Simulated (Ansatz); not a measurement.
# Sc3PbC (Pm-3m): the cell at rest

Task: relax Sc3PbC (Pm-3m) tightly.

Program: Ansatz 0.2.0. Level of theory: DFT PBEsol, scalar-relativistic, plane waves, PAW; PAW set soft_1. Results are calculated unless marked as measured.

## Step 1: The starting structure

Symmetry: Pm-3m, No. 221, cubic system. The conventional cell has a = 4.554 Å, b = 4.554 Å, c = 4.554 Å, α = 90.00°, β = 90.00°, γ = 90.00°. Sc has 2 C at 2.28 Å and 8 Sc at 3.22 Å and 4 Pb at 3.22 Å nearest. Pb has 12 Sc at 3.22 Å nearest. Nearest to C lie 6 Sc at 2.28 Å. Farther neighbours are not listed.

## Step 2: Probe on a coarse mesh

First a cheap look: the gap decides the mesh and the occupations, the pressure tells how far the cell has to move.

input.yaml reads:

```yaml
crystal:
  lattice:
    - [4.55407219, 0.0, 0.0]
    - [0.0, 4.55407219, 0.0]
    - [0.0, 0.0, 4.55407219]
  atoms:
    - { symbol: Sc, position: [0.0, 0.5, 0.5] }
    - { symbol: Sc, position: [0.5, 0.5, 0.0] }
    - { symbol: Sc, position: [0.5, 0.0, 0.5] }
    - { symbol: Pb, position: [0.0, 0.0, 0.0] }
    - { symbol: C, position: [0.5, 0.5, 0.5] }
kpoints:
  mp_grid: { grid: [4, 4, 4] }
hamiltonian:
  xc: pbesol
  pseudopotentials: { kind: paw, azcp: { folder: soft_1 }, xc_functional: pbe }
scf:
  occupations: { method: gaussian, width: 0.1 }
output:
  forces: true
  stress: true
  eigenvalues: true
```

Started as:

```console
$ ansatz run input.yaml --threads 4 --pin off --max-ram 10240MiB --backend cpu --events-out ev --progress --plain --runs-dir out
```

Numbers of over 12 decimals in the logs are rounded to 6 here.

Log:

```text
Engine: ansatz 0.2.0, x86_64-unknown-linux-gnu
Pseudopotentials: kind: paw
Pseudopotential: Sc, paw, valence charge 11, recommended cutoff 420 eV (normal), soft_1/Sc.paw.azcp
Pseudopotential: Pb, paw, valence charge 14, recommended cutoff 420 eV (normal), soft_1/Pb.paw.azcp
Pseudopotential: C, paw, valence charge 4, recommended cutoff 420 eV (normal), soft_1/C.paw.azcp
Functional definition: PBEsol
[...]
k-point 0: bands = [... 22 lower, 10.9609, 10.9609, 11.4557, 11.4557, 11.4557, 12.9682, 12.9682, 12.9682, ... 1 higher]
  k-point 1: bands = [... 22 lower, 10.2422, 10.7974, 10.7974, 11.3919, 11.5957, 12.3240, 13.5402, 13.5402, ... 1 higher]
  k-point 2: bands = [... 22 lower, 10.0185, 10.3078, 10.3078, 11.7733, 12.0607, 12.9973, 13.4806, 13.9269, ... 1 higher]
  k-point 9: bands = [... 22 lower, 9.5974, 9.5974, 9.5974, 12.7984, 12.7984, 12.7984, 13.0908, 13.0908, ... 1 higher]
[key lines of the parts left out:]
SCF converged after 8 iterations
Free energy (F): -18341.708327 eV
Fermi energy:    11.981124 eV
P = ⅓ Tr σ = -3.0869 GPa (-30.869 kbar)
```

Elapsed: 1.6 s, on 4 threads of AMD EPYC 9R14 (Zen 4), shared host; peak memory 0.45 GiB.

Numbers from this step:

```
pressure          : -3.087 GPa
volume per atom   : 18.89 Å³
gap on the k-mesh : 0 eV
```

The coarse mesh shows no gap and a pressure of -3.1 GPa.

## Step 3: Bringing the structure to rest

The cell and atoms are relaxed, since residual forces and stress would shift the frequencies.

Edit input.yaml of step 2 so:

```diff
@@ -12,3 +12,3 @@
 kpoints:
-  mp_grid: { grid: [4, 4, 4] }
+  mp_grid: { grid: [8, 8, 8] }
 hamiltonian:
@@ -22 +22,6 @@
   eigenvalues: true
+relax:
+  adjacent_minimum: "off"
+  f_tol: 0.005
+  max_steps: 80
+  cell: { stress_tol: 0.05 }
```

Log:

```text
[...]
Crystal: 5 atoms, lattice volume = 94.450 Å³
Basis set: ecut = 420 eV, 1839 PW (Γ), exchange–correlation on 64×64×64 points (8 copies of the dense FFT grid, shifted against one another)
Bands: 31, of which v1, the nominal top of the filled ones, is band 26 counted from 1 (25 counted from 0)
Symmetry: 48 space group operations
[...]
k-points: 35 of 512
[...]
SCF iter   1: F=—  HF=-18345.974878 eV  |F-HF|=—  |Δ(HF+E_count)|=         —  Δρ=7.48e-2  dr2=1.57e1  ethr=3.10e-3  ⟨swp⟩=5.4  Hψ=4642  notcnv=0
[...]
SCF iter   9: F=-18341.704443 eV  HF=-18341.704443 eV  |F-HF|=3.54e-9  |Δ(HF+E_count)|=   2.04e-8  Δρ=3.48e-6  dr2=1.21e-8  ethr=1.96e-10  ⟨swp⟩=9.4  Hψ=5063  notcnv=0
SCF 1 converged in 9 iterations: F = -18341.704443 eV  dr2 = 1.21e-8
[...]
relax step   1: F+E_penalty+E_count = -18341.70444298 eV  Δ(F+E_penalty+E_count) = +0.000e0 eV  max|allowed force component| = 1.351e-28 eV/Å  Δτ_max = 0.0000 Å  P = -3.087 GPa  Ω = 94.450 Å³  (9 SCF iters, dr2 threshold 1.00e-7 eV, accepted)
Crystal: 5 atoms, lattice volume = 89.949 Å³
Basis set: ecut = 420 eV, 1791 PW (Γ), exchange–correlation on 64×64×64 points (8 copies of the dense FFT grid, shifted against one another)
[...]
iter 1 solved again at ethr=2.12e-4 eV; its pass at ethr=3.10e-3 eV (dr2=1.08e-1 eV) is discarded
[...]
SCF iter   6: F=-18341.725239 eV  HF=-18341.725239 eV  |F-HF|=4.13e-8  |Δ(HF+E_count)|=   3.48e-7  Δρ=1.21e-5  dr2=1.31e-7  ethr=9.80e-10  ⟨swp⟩=8.0  Hψ=5018  notcnv=0
SCF 2 converged in 6 iterations: F = -18341.725239 eV  dr2 = 1.31e-7
[...]
relax step   2: F+E_penalty+E_count = -18341.72523899 eV  Δ(F+E_penalty+E_count) = -2.080e-2 eV  max|allowed force component| = 9.545e-30 eV/Å  Δτ_max = 0.0000 Å  P = +1.892 GPa  Ω = 89.949 Å³  energy of the carried Pulay correction = +1.091e-3 eV  (6 SCF iters, dr2 threshold 5.00e-7 eV, accepted)
Crystal: 5 atoms, lattice volume = 91.607 Å³
[...]
SCF iter   6: F=-18341.734002 eV  HF=-18341.734002 eV  |F-HF|=4.80e-9  |Δ(HF+E_count)|=   7.61e-8  Δρ=5.15e-6  dr2=2.23e-8  ethr=9.80e-10  ⟨swp⟩=6.0  Hψ=4394  notcnv=0
SCF 3 converged in 6 iterations: F = -18341.734002 eV  dr2 = 2.23e-8
[...]
relax step   3: F+E_penalty+E_count = -18341.73400208 eV  Δ(F+E_penalty+E_count) = -8.763e-3 eV  max|allowed force component| = 3.555e-29 eV/Å  Δτ_max = 0.0000 Å  P = -0.090 GPa  Ω = 91.607 Å³  energy of the carried Pulay correction = +6.830e-4 eV  (6 SCF iters, dr2 threshold 5.00e-7 eV, accepted)
[...]
relax step   4: F+E_penalty+E_count = -18341.73404265 eV  Δ(F+E_penalty+E_count) = -4.057e-5 eV  max|allowed force component| = 1.183e-29 eV/Å  Δτ_max = 0.0000 Å  P = -0.002 GPa  Ω = 91.531 Å³  energy of the carried Pulay correction = +7.016e-4 eV  (5 SCF iters, dr2 threshold 2.01e-8 eV, accepted)
[...]
SCF iter   5: F=-18341.733434 eV  HF=-18341.733434 eV  |F-HF|=1.82e-11  |Δ(HF+E_count)|=  1.09e-10  Δρ=1.24e-7  dr2=2.68e-11  ethr=1.00e-12  ⟨swp⟩=6.0  Hψ=3821  notcnv=0
SCF 5 converged in 5 iterations: F = -18341.733434 eV  dr2 = 2.68e-11
relax step   5: F+E_penalty+E_count = -18341.73343353 eV  Δ(F+E_penalty+E_count) = +6.091e-4 eV  max|allowed force component| = 7.047e-30 eV/Å  Δτ_max = 0.0000 Å  P = -0.011 GPa  Ω = 91.531 Å³  stress off target by 1.09e-2 GPa  SCF on the basis re-selected at this cell (its energy is not comparable with the rows above)  (5 SCF iters)
basis re-selected at this cell: Δ(F+E_penalty+E_count) = +6.091e-4 eV, ΔP = -0.008 GPa vs the last step (what re-selecting the basis moved, of the pressure what is left beyond the Pulay correction that the steps carried, after the strain that the cell walked since its last selection, with what the two solves' SCF thresholds leave and, on support functions, any second-order correction that the steps lacked; it is no m [...]
SCF converged after 5 iterations
Free energy (F): -18341.733434 eV
[...]
Internal energy: -18341.718910 eV  (E = F + TS)
E sigma→0 (E₀):  -18341.726172 eV
Entropy (-TS):   -0.014523 eV (-2.905 meV/atom)
Fermi energy:    12.411498 eV
[...]
--- Stress (GPa, compression-positive) ---
       -0.010943       0.000000      -0.000000
        0.000000      -0.010943      -0.000000
       -0.000000      -0.000000      -0.010943
  P = ⅓ Tr σ = -0.0109 GPa (-0.109 kbar)
--- Band table (eV; the first three rows and the last of 35) ---
  k-point 0: bands = [... 22 lower, 11.3745, 11.3745, 11.8725, 11.8725, 11.8725, 13.4628, 13.4628, 13.4628, ... 1 higher]
  k-point 1: bands = [... 22 lower, 11.4228, 11.4913, 11.6325, 11.6325, 11.9114, 12.8336, 13.6824, 13.6824, ... 1 higher]
  k-point 2: bands = [... 22 lower, 10.6809, 11.2091, 11.2091, 11.8185, 12.0149, 12.8106, 14.0426, 14.0426, ... 1 higher]
  k-point 34: bands = [... 22 lower, 10.0093, 10.0093, 10.0093, 13.2859, 13.2859, 13.2859, 13.5711, 13.5711, ... 1 higher]
--- Relaxed structure (4 steps of the walk, 4 accepted, 1 SCFs on fresh bases) ---
  F+E_penalty+E_count = -18341.73343353 eV   max|allowed force component| = 7.047e-30 eV/Å   (the final SCF, on the basis selected at the relaxed cell)
  cell:  # Å, volume = 91.5310 Å³
    - [4.506673, 0, 0]
    - [0, 4.506673, 0]
    - [0, 0, 4.506673]
  atoms:
    - { symbol: Sc, position: [0, 0.5, 0.5] }
    - { symbol: Sc, position: [0.5, 0.5, 0] }
    - { symbol: Sc, position: [0.5, 0, 0.5] }
    - { symbol: Pb, position: [0, 0, 0] }
    - { symbol: C, position: [0.5, 0.5, 0.5] }
```

Run time: 5 s. Hardware: 4 threads; peak memory 0.55 GiB.

Relaxation path:

```tsv
step	energy less that of the first step (eV)	largest force component (eV/Å)	pressure (GPa)	volume (Å³)
1	0.0000	0.0000	-3.09	94.45
2	-0.0208	0.0000	1.89	89.95
3	-0.0296	0.0000	-0.09	91.61
4	-0.0296	0.0000	0.00	91.53
5*	-0.0290	0.0000	-0.01	91.53
```

Relaxation steps marked * repeat the geometry before them on a plane-wave basis chosen anew for their cell, so energy and pressure can jump there.

Forces are held to the 48 operations that the run works with; a distortion that breaks them can't arise in this run.

```tsv
conventional cell, symmetrised	before	after	change
a (Å)	4.554	4.507	-1.0 %
b (Å)	4.554	4.507	-1.0 %
c (Å)	4.554	4.507	-1.0 %
volume (Å³/atom)	18.89	18.31	-3.1 %
```

Final coordinates:

```xyz
5
Lattice="4.5067 0.0000 0.0000 0.0000 4.5067 0.0000 0.0000 0.0000 4.5067" Properties=species:S:1:pos:R:3 pbc="T T T"
Sc    0.0000    2.2533    2.2533
Sc    2.2533    2.2533    0.0000
Sc    2.2533    0.0000    2.2533
Pb    0.0000    0.0000    0.0000
C     2.2533    2.2533    2.2533
```

Numbers from this step:

- pressure: -0.01094 GPa
- volume per atom: 18.31 Å³

In this step the volume went from 18.89 to 18.31 Å³/atom.

## Step 4: Relaxing to small forces for the phonons

Phonons need a cell at rest on their own settings, so the relaxation is repeated with tight tolerances on forces and stress on the k mesh and occupations of the first response run.

input.yaml, the sections that differ from step 3:

```yaml
crystal:
  lattice:
    - [4.5066730621, 0.0, 0.0]
    - [0.0, 4.5066730621, 0.0]
    - [0.0, 0.0, 4.5066730621]
  atoms:
    - { symbol: Sc, position: [0.0, 0.5, 0.5] }
    - { symbol: Sc, position: [0.5, 0.5, 0.0] }
    - { symbol: Sc, position: [0.5, 0.0, 0.5] }
    - { symbol: Pb, position: [0.0, 0.0, 0.0] }
    - { symbol: C, position: [0.5, 0.5, 0.5] }
scf:
  occupations: { method: methfessel_paxton, width: 0.2 }
relax:
  adjacent_minimum: "off"
  f_tol: 0.001
  max_steps: 60
  cell: { stress_tol: 0.01 }
# kpoints, hamiltonian, output: as in step 3
```

Log:

```text
[...]
Crystal: 5 atoms, lattice volume = 91.531 Å³
Basis set: ecut = 420 eV, 1791 PW (Γ), exchange–correlation on 64×64×64 points (8 copies of the dense FFT grid, shifted against one another)
Bands: 31, of which v1, the nominal top of the filled ones, is band 26 counted from 1 (25 counted from 0)
[... 1 set-up line as in the run before ...]
[...]
k-points: 35 of 512
[...]
--- Relaxed structure (3 steps of the walk, 3 accepted, 1 SCFs on fresh bases) ---
[...]
cell:  # Å, volume = 91.5101 Å³
    - [4.506330, 0, 0.0]
    - [0, 4.506330, 0]
    - [0, 0, 4.506330]
  atoms:
    - { symbol: Sc, position: [0, 0.5, 0.5] }
    - { symbol: Sc, position: [0.5, 0.5, 0] }
    - { symbol: Sc, position: [0.5, 0, 0.5] }
    - { symbol: Pb, position: [0, 0, 0] }
    - { symbol: C, position: [0.5, 0.5, 0.5] }
[key lines of the parts left out:]
SCF converged after 5 iterations
Free energy (F): -18341.728081 eV
Fermi energy:    12.414799 eV
P = ⅓ Tr σ = -0.0001 GPa (-0.001 kbar)
```

Run time: 3.9 s. Hardware: 4 threads; peak memory 0.53 GiB.

Little changed from the start: no atom moved by 0.005 Å and no cell edge by 0.1 %.

This step gave:

| Quantity | Value |
| --- | --- |
| pressure | -8.22e-5 GPa |
| volume per atom | 18.30 Å³ |

The forces vanish by symmetry and the pressure is 0.000 GPa, within the tolerances set. The cell now holds 18.30 Å³/atom.

## Step 5: What came out

```json
{
 "space group after relaxation (within 0.01 Å)": "Pm-3m",
 "lattice constant a": "4.506 Å",
 "lattice constant b": "4.506 Å",
 "lattice constant c": "4.506 Å",
 "volume per atom": "18.3 Å³"
}
```

In words: The forces vanish by symmetry and the pressure is 0.000 GPa, within the tolerances set. The cell now holds 18.30 Å³/atom. The relaxation keeps the symmetry of its start, so it says nothing on stability against lower symmetry. The runs are without spin polarisation, although the cell has an odd electron count. Spin-orbit coupling is left out, which can matter for the heavy elements here. The PAW files were made for PBE and serve the other functionals too.

[Logs are printed without paths, hosts, clocks, repeated set-up lines and the standing remarks that a program may print on its own settings, such as how far it seeks lower states.]

[Hosts, paths, dates, database ids (printed as entryN), source tags and the programs' standing remarks are cut or masked in the printed files.]
